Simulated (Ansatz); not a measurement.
# Li on Cu(100): change of the work function, part 2 of 2

Aim: the work function of Cu(100) at several coverages of Li (hollow site), and the dipole that each adsorbate carries.

Ansatz 0.2.0; plane-wave DFT, PBE, Ansatz PAW.

So far, work function, upper face (eV): step 2 (the clean slab) 4.57; step 3 (37 atoms, coverage 0.111 ML, cell 3x3) 3.25.

### 4. The covered slab, k-mesh 6×6×1, coverage 0.25 ML

System of this step: Li/Cu(100). The cell holds 17 atoms: 16 Cu and 1 Li. Its edges and angles: a = 5.105 Å, b = 5.105 Å, c = 25.396 Å, α = 90.0°, β = 90.0°, γ = 90.0°. Vacuum lies along c.

Another coverage, to see how the dipoles act on each other as their distance changes.

Contents of input.yaml:

```yaml
crystal:
  lattice:
    - [5.1053109602, 0.0, 0.0]
    - [0.0, 5.1053109602, 0.0]
    - [0.0, 0.0, 25.3962664858]
  atoms:
    - { symbol: Cu, position: [0.25, 0.25, 0.3543827989] }
    - { symbol: Cu, position: [0.0, 0.0, 0.4254562381] }
    - { symbol: Cu, position: [0.25, 0.25, 0.4977633208] }
    - { symbol: Cu, position: [0.0, 0.0, 0.5677200426] }
    - { symbol: Cu, position: [0.25, 0.75, 0.3543827989] }
    - { symbol: Cu, position: [0.0, 0.5, 0.4254562381] }
    - { symbol: Cu, position: [0.25, 0.75, 0.4977633208] }
    - { symbol: Cu, position: [0.0, 0.5, 0.5677200426] }
    - { symbol: Cu, position: [0.75, 0.25, 0.3543827989] }
    - { symbol: Cu, position: [0.5, 0.0, 0.4254562381] }
    - { symbol: Cu, position: [0.75, 0.25, 0.4977633208] }
    - { symbol: Cu, position: [0.5, 0.0, 0.5677200426] }
    - { symbol: Cu, position: [0.75, 0.75, 0.3543827989] }
    - { symbol: Cu, position: [0.5, 0.5, 0.4254562381] }
    - { symbol: Cu, position: [0.75, 0.75, 0.4977633208] }
    - { symbol: Cu, position: [0.5, 0.5, 0.5677200426] }
    - { symbol: Li, position: [0.25, 0.25, 0.6456172011] }
kpoints:
  mp_grid: { grid: [6, 6, 1] }
hamiltonian:
  xc: pbe
scf:
  occupations: { method: fermi_dirac, width: 0.1 }
  convergence: { dr2_threshold: 1.0e-08 }
efield:
  axis: 3
  dipole_correction: true
  ramp_position: 0.97
  ramp_width: 0.06
relax:
  f_tol: 0.02
  max_steps: 60
  constraints: [{ sites: [0, 1, 4, 5, 8, 9, 12, 13] }]
output:
  dos: { projected: true, e_range: [-8, 4] }
  write_potential: true
  write_density: true
  volumetric_format: npy
  elf: true
```

Launch:

```
> ansatz run input.yaml --threads 4 --pin off --max-ram 16384MiB --backend cpu --events-out ev --progress --plain --runs-dir out
```

It took 2.4 min on 4 threads of Arm Neoverse V2, shared host; peak memory 3.1 GiB; 9.6 min of CPU time.

Step by step:

```
step  energy less that of the first step (eV)  largest force component (eV/Å)
   1                                   0.0000                          0.3036
   2                                  -0.0220                          0.0819
   3                                  -0.0246                          0.0432
   4                                  -0.0253                          0.0014
```

Forces are held to the 8 operations that the program found; a distortion that breaks them can't arise in this run.

The atoms that moved most (Å):

```
atom      dx      dy      dz  length
Li17   0.000   0.000  -0.116   0.116
Cu16   0.007   0.007   0.017   0.020
Cu12   0.007  -0.007   0.017   0.020
 Cu8  -0.007   0.007   0.017   0.020
 Cu4  -0.007  -0.007   0.017   0.020
Cu15   0.000   0.000  -0.012   0.012
 Cu7   0.000   0.000  -0.006   0.006
Cu11   0.000   0.000  -0.006   0.006
```

Final coordinates:

```
Cu Li
1.0
     5.10531    0.00000    0.00000
     0.00000    5.10531    0.00000
     0.00000    0.00000   25.39627
Cu Li
16 1
Direct
  0.25000 0.25000 0.35438
  0.00000 0.00000 0.42546
  0.25000 0.25000 0.49770
  0.99861 0.99861 0.56840
  0.25000 0.75000 0.35438
  0.00000 0.50000 0.42546
  0.25000 0.75000 0.49754
  0.99861 0.50139 0.56840
  0.75000 0.25000 0.35438
  0.50000 0.00000 0.42546
  0.75000 0.25000 0.49754
  0.50139 0.99861 0.56840
  0.75000 0.75000 0.35438
  0.50000 0.50000 0.42546
  0.75000 0.75000 0.49731
  0.50139 0.50139 0.56840
  0.25000 0.25000 0.64106
```

This step gave:

```yaml
energy_at_zero_smearing: -106203.1064 eV
work_function_upper_face: 2.377 eV
work_function_lower_face: 4.548 eV
dipole_along_the_normal: 0.3126 e·Å
step_between_the_vacuum_levels: -2.170 eV
```

The density of states has structure finer than the step of the table below, so its rows give means over 0.25 eV. Peaks (eV: height): -2.830: 118, -2.410: 83.5, -2.320: 86.5, -2.140: 73.4, -1.950: 80.8, -1.740: 92.8, -1.500: 103.

Table of density of states by energy, zero at the Fermi level; means over each step:

```
energy (eV)  density of states (states/eV a cell)
      -7.75                                  1.11
      -7.50                                  1.18
      -7.25                                  1.44
      -7.00                                  2.57
      -6.75                                  2.85
      -6.50                                  2.05
      -6.25                                  2.55
      -6.00                                  2.96
      -5.75                                  3.81
      -5.50                                  3.63
      -5.25                                  5.27
      -5.00                                  6.78
      -4.75                                  12.3
      -4.50                                  18.2
      -4.25                                  24.9
      -4.00                                  37.5
      -3.75                                  26.0
      -3.50                                  37.2
      -3.25                                  40.9
      -3.00                                  48.8
      -2.75                                  69.7
      -2.50                                  49.8
      -2.25                                  65.6
      -2.00                                  67.8
      -1.75                                  81.9
      -1.50                                  49.4
      -1.25                                  12.4
      -1.00                                  6.36
      -0.75                                  5.99
      -0.50                                  4.94
      -0.25                                  6.19
       0.00                                  7.09
       0.25                                  6.95
       0.50                                  3.97
       0.75                                  4.78
       1.00                                  6.86
       1.25                                  3.27
       1.50                                  4.32
       1.75                                  8.69
```

Projected DOS per atom over height of the atomic layer and energy from the Fermi level. Layers: Cu4 Cu4 Cu4 Cu4 Li from below.

Ten even steps from '_' (0.00 states/eV) to '@' (5.74 states/eV), each cell a mean:
```
________..
__________
__________
__________
__________
__________
__________
++------__
@@****@@__
%%++++%%__
++++**##__
--++====__
::------__
..====::__
__::::..__
____..____
__________
__________
__________
__________
__________
__________
```
Columns: height of the atomic layer (Å) from 9 to 16.3; rows upwards: energy from the Fermi level (eV) from -7.96 to 1.95.

Electrostatic potential energy in the ca plane at fractional y = 0.250, with atoms of Cu and Li within 0.2 Å of it. With pseudopotentials it is smooth inside the atoms' cores, unlike the true potential.

Ten even steps from '0' (-49 eV) to '9' (6 eV), each cell a mean:
```
99998889999999888999999999999999999999999999
99973258999997325899999999999999999999999999
99830016999983001699999999999999999999999999
99830016999983000699999999999999999999999999
99851037999985103799999999999999999999999999
99986679999998667999999999999999999999999999
99999999999999999999999999999999999999999999
99998889999999888999999999999999999999999999
99973258999997325899999876789999999999999999
99830016999983001699999743589999999999999999
99830016999983000699999732589999999999999999
99851037999985103799999865689999999999999999
99986679999998667999999988899999999999999999
99999999999999999999999999999999999999999999
```
Columns run along c (16.0 Å, from fractional 0.29 to 0.92 of the cell; values clipped at the 3rd and 97th percentile), rows up along a (5.1 Å). Atoms in or near the plane, at fractional coordinates: Cu at (0.35, 0.25), Cu at (0.50, 0.25), Cu at (0.35, 0.75), Cu at (0.50, 0.75), Li at (0.64, 0.25).

ELF in the ca plane at fractional y = 0.250, with atoms of Cu and Li within 0.2 Å of it. It is the smooth field of the valence electrons, not physical close to the nuclei.

Ten even steps from '0' (0.00 × 1e-1) to '9' (9.89 × 1e-1), each cell a mean:
```
11111112222222111222223333221100000000000000
11112211222221221122222322211000000000000000
11125631122212563122222222111000000000000000
11126831122212683122222221110000000000000000
11113421222211342122222222211000000000000000
11111112222221111222223333221000000000000000
11222222222222222222223433211100000000000000
11111112222222111222233310000000000000000000
11112211222221221122233112100000000000000000
11125631122212563122232069700000000000000000
11126831122212683112231189910000000000000000
11113421222211342122232036300000000000000000
11111112222221111222233200000000000000000000
11222222222222222222223431111000000000000000
```
Columns run along c (16.0 Å, from fractional 0.29 to 0.92 of the cell), rows up along a (5.1 Å). Atoms in or near the plane, at fractional coordinates: Cu at (0.35, 0.25), Cu at (0.50, 0.25), Cu at (0.35, 0.75), Cu at (0.50, 0.75), Li at (0.64, 0.25).

Valence density in the ca plane at fractional y = 0.250, with atoms of Cu and Li within 0.2 Å of it. It is the smooth field of the valence electrons, not physical close to the nuclei.

Values in e/Å³, 8 rows by 16 columns, each cell a mean:
```
 0  1  1  0  0  1  0  0  0  0  0  0  0  0  0  0
 0 15  8  0  1 22  1  0  0  0  0  0  0  0  0  0
 0  9  5  0  1 12  1  0  0  0  0  0  0  0  0  0
 0  0  0  0  0  0  0  0  0  0  0  0  0  0  0  0
 0  1  1  0  0  1  0  0  0  0  0  0  0  0  0  0
 0 15  8  0  1 22  1  0  1  2  0  0  0  0  0  0
 0  9  5  0  1 12  1  0  0  1  0  0  0  0  0  0
 0  0  0  0  0  0  0  0  0  0  0  0  0  0  0  0
```
Columns run along c (16.0 Å, from fractional 0.29 to 0.92 of the cell), rows up along a (5.1 Å). Atoms in or near the plane, at fractional coordinates: Cu at (0.35, 0.25), Cu at (0.50, 0.25), Cu at (0.35, 0.75), Cu at (0.50, 0.75), Li at (0.64, 0.25).

The relaxation took 4 steps and lowered the energy by 0.025 eV; the largest force on the free atoms ends at 0.0014 eV/Å.

By hand: a sheet of dipoles makes a step −p/(ε₀A) in the electron's potential. With e/ε₀ = 180.95 V·Å, p = 0.3126 e·Å and A = 26.06 Å², that is −180.95 × (0.3126) / 26.06 = -2.170 eV, and the two vacuum levels of the run differ by -2.170 eV.

The covered face has 2.38 eV, -2.19 eV against the clean one; the bare back face has moved by -0.03 eV, a measure of how thin the slab is.

### 5. Adsorbate added, k-mesh 6×6×1, coverage 0.5 ML

System of this step: Li/Cu(100). The cell holds 18 atoms: 16 Cu and 2 Li. Its edges and angles: a = 5.105 Å, b = 5.105 Å, c = 25.396 Å, α = 90.0°, β = 90.0°, γ = 90.0°. Vacuum lies along c.

Edit input.yaml of step 4 so:

```diff
@@ -23,2 +23,3 @@
     - { symbol: Li, position: [0.25, 0.25, 0.6456172011] }
+    - { symbol: Li, position: [0.75, 0.75, 0.6456172011] }
 kpoints:
```

Wall time 2.4 min (4 threads); peak memory 3.1 GiB; 9.6 min of CPU time.

Relaxation path:

```
step  energy less that of the first step (eV)  largest force component (eV/Å)
   1                                   0.0000                          0.2593
   2                                  -0.0347                          0.1277
   3                                  -0.0398                          0.0408
   4                                  -0.0404                          0.0009
```

Forces are held to the 16 operations that the program found; a distortion that breaks them can't arise in this run.

The atoms that moved most (Å):

```
atom     dx     dy      dz  length
Li18  0.000  0.000  -0.084   0.084
Li17  0.000  0.000  -0.084   0.084
 Cu4  0.000  0.000   0.033   0.033
 Cu8  0.000  0.000   0.033   0.033
Cu16  0.000  0.000   0.033   0.033
Cu12  0.000  0.000   0.033   0.033
 Cu3  0.000  0.000  -0.009   0.009
Cu15  0.000  0.000  -0.009   0.009
```

The relaxed structure:

```
Cu Li
1.0
     5.10531    0.00000    0.00000
     0.00000    5.10531    0.00000
     0.00000    0.00000   25.39627
Cu Li
16 2
Direct
  0.25000 0.25000 0.35438
  0.00000 0.00000 0.42546
  0.25000 0.25000 0.49741
  0.00000 0.00000 0.56902
  0.25000 0.75000 0.35438
  0.00000 0.50000 0.42546
  0.25000 0.75000 0.49753
  0.00000 0.50000 0.56902
  0.75000 0.25000 0.35438
  0.50000 0.00000 0.42546
  0.75000 0.25000 0.49753
  0.50000 0.00000 0.56902
  0.75000 0.75000 0.35438
  0.50000 0.50000 0.42546
  0.75000 0.75000 0.49741
  0.50000 0.50000 0.56902
  0.25000 0.25000 0.64232
  0.75000 0.75000 0.64232
```

The density of states has structure finer than the step of the table below, so its rows give means over 0.25 eV. Peaks (eV: height): -3.250: 89.0, -2.920: 88.8, -2.830: 98.4, -2.710: 107, -2.170: 85.1, -1.740: 93.9, -1.500: 94.5.

Density of states against energy, zero at the Fermi level; means over each step:

```
energy (eV)  density of states (states/eV a cell)
      -7.75                                  1.10
      -7.50                                  1.18
      -7.25                                  1.58
      -7.00                                  2.62
      -6.75                                  2.94
      -6.50                                  1.92
      -6.25                                  2.45
      -6.00                                  3.00
      -5.75                                  3.90
      -5.50                                  3.56
      -5.25                                  5.25
      -5.00                                  7.17
      -4.75                                  12.2
      -4.50                                  17.5
      -4.25                                  23.4
      -4.00                                  40.1
      -3.75                                  25.4
      -3.50                                  33.7
      -3.25                                  44.6
      -3.00                                  53.0
      -2.75                                  67.4
      -2.50                                  50.0
      -2.25                                  71.5
      -2.00                                  64.5
      -1.75                                  80.3
      -1.50                                  47.8
      -1.25                                  12.1
      -1.00                                  7.62
      -0.75                                  5.07
      -0.50                                  5.51
      -0.25                                  6.90
       0.00                                  8.17
       0.25                                  4.91
       0.50                                  6.17
       0.75                                  6.81
       1.00                                  2.65
       1.25                                  7.24
       1.50                                  8.36
       1.75                                  4.89
```

The relaxation took 4 steps and lowered the energy by 0.040 eV; the largest force on the free atoms ends at 9.0e-4 eV/Å.

The covered face has 2.45 eV, -2.12 eV against the clean one; the bare back face has moved by -0.05 eV, a measure of how thin the slab is.

### 6. Adsorbate added, k-mesh 12×12×1, coverage 1 ML

System of this step: Li/Cu(100). The cell holds 5 atoms: 4 Cu and 1 Li. Its edges and angles: a = 2.553 Å, b = 2.553 Å, c = 25.396 Å, α = 90.0°, β = 90.0°, γ = 90.0°. Vacuum lies along c.

input.yaml, the sections that differ from step 5:

```yaml
crystal:
  lattice:
    - [2.5526554801, 0.0, 0.0]
    - [0.0, 2.5526554801, 0.0]
    - [0.0, 0.0, 25.3962664858]
  atoms:
    - { symbol: Cu, position: [0.5, 0.5, 0.3543827989] }
    - { symbol: Cu, position: [0.0, 0.0, 0.4254562381] }
    - { symbol: Cu, position: [0.5, 0.5, 0.4977633208] }
    - { symbol: Cu, position: [0.0, 0.0, 0.5677200426] }
    - { symbol: Li, position: [0.5, 0.5, 0.6456172011] }
kpoints:
  mp_grid: { grid: [12, 12, 1] }
relax:
  f_tol: 0.02
  max_steps: 60
  constraints: [{ sites: [0, 1] }]
output:
  write_potential: true
  write_density: true
  volumetric_format: npy
# hamiltonian, scf, efield: as in step 5
```

Wall time 24 s (4 threads); peak memory 0.55 GiB; 91 s of CPU time.

Step by step:

```
step  energy less that of the first step (eV)  largest force component (eV/Å)
   1                                   0.0000                          0.4071
   2                                  -0.0151                          0.1819
   3                                  -0.0181                          0.0354
   4                                  -0.0183                          0.0006
```

Forces are held to the 8 operations that the program found; a distortion that breaks them can't arise in this run.

The atoms that moved most (Å):

```
atom     dx     dy      dz  length
 Li5  0.000  0.000  -0.067   0.067
 Cu4  0.000  0.000   0.052   0.052
 Cu3  0.000  0.000  -0.006   0.006
```

Final coordinates:

```xyz
5
Lattice="2.5527 0.0000 0.0000 0.0000 2.5527 0.0000 0.0000 0.0000 25.3963" Properties=species:S:1:pos:R:3
Cu    1.2763    1.2763    9.0000
Cu    0.0000    0.0000   10.8050
Cu    1.2763    1.2763   12.6350
Cu    0.0000    0.0000   14.4701
Li    1.2763    1.2763   16.3295
```

The relaxation took 4 steps and lowered the energy by 0.018 eV; the largest force on the free atoms ends at 6.2e-4 eV/Å.

The covered face has 3.54 eV, -1.03 eV against the clean one; the bare back face has moved by -0.01 eV, a measure of how thin the slab is.

### 7. Work function against coverage

This step: plane-wave DFT, PBE, Ansatz PAW; work function against coverage (Ansatz 0.2.0).

The runs are now put side by side.

Numbers from this step:

* work function of the clean face: 4.571 eV
* largest change of the work function: -2.193 eV

Work function of the covered face against coverage:

```
coverage (adsorbates/nm²)  work function of the covered face (eV)
                     0.00                                    4.57
                     1.71                                    3.25
                     3.84                                    2.38
                     7.67                                    2.45
                    15.35                                    3.54
```

The dipole per adsorbate comes from the change of the cell's dipole. Coverage, by row:

```
coverage (1/nm²)  coverage (ML)  work function (eV)  change (eV)  dipole per adsorbate, positive end outwards (debye)  mean height of the added atoms over the highest substrate atom (Å)
           1.705         0.1111               3.248       -1.323                                                2.039                                                               1.891
           3.837           0.25               2.377       -2.193                                                1.494                                                               1.845
           7.673            0.5               2.448       -2.123                                                0.717                                                               1.861
           15.35              1               3.545       -1.026                                                0.175                                                               1.859
```

### 8. Results

```yaml
work_function_of_the_clean_face: 4.57 eV
work_function_at_0p11_ml: 3.25 eV
work_function_at_0p25_ml: 2.38 eV
work_function_at_0p5_ml: 2.45 eV
work_function_at_1_ml: 3.54 eV
dipole_per_adsorbate_at_0p11_ml_positive_end_outwards: 2.04 D
```

In words: Li lowers the work function of Cu(100) at the lowest coverage, by 1.32 eV: the adsorbate layer has its positive end outwards. The dipole per adsorbate falls from 2.04 to 0.17 D as the layer fills. Neighbouring dipoles depolarise each other, and heights and bonding change with coverage too. The work function passes a minimum near 0.25 ML among the coverages run and rises again. The slab has 4 layers, at the tabulated experimental lattice constant, one starting site was run, and quantum-size effects of a slab this thin can reach one or two tenths of an eV.

[Long decimals in the printed logs are rounded to 6 places.]

[Logs are printed without paths, hosts, clocks, repeated set-up lines and the standing remarks that a program may print on its own settings, such as how far it seeks lower states.]

[Hosts, paths, dates, database ids (printed as entryN), source tags and the programs' standing remarks are cut or masked in the printed files.]

[Maps of the electrostatic potential energy from Ansatz leave out the sawtooth potential of an applied field or a dipole correction, so their vacuum need not be flat; planar profiles and work functions include it.]

[The density of states shown here was stored with 400 of the rows of the run's finer table, so its peaks can read low, often by over a quarter, or be missed, and its means over a window can be off by a tenth or more.]
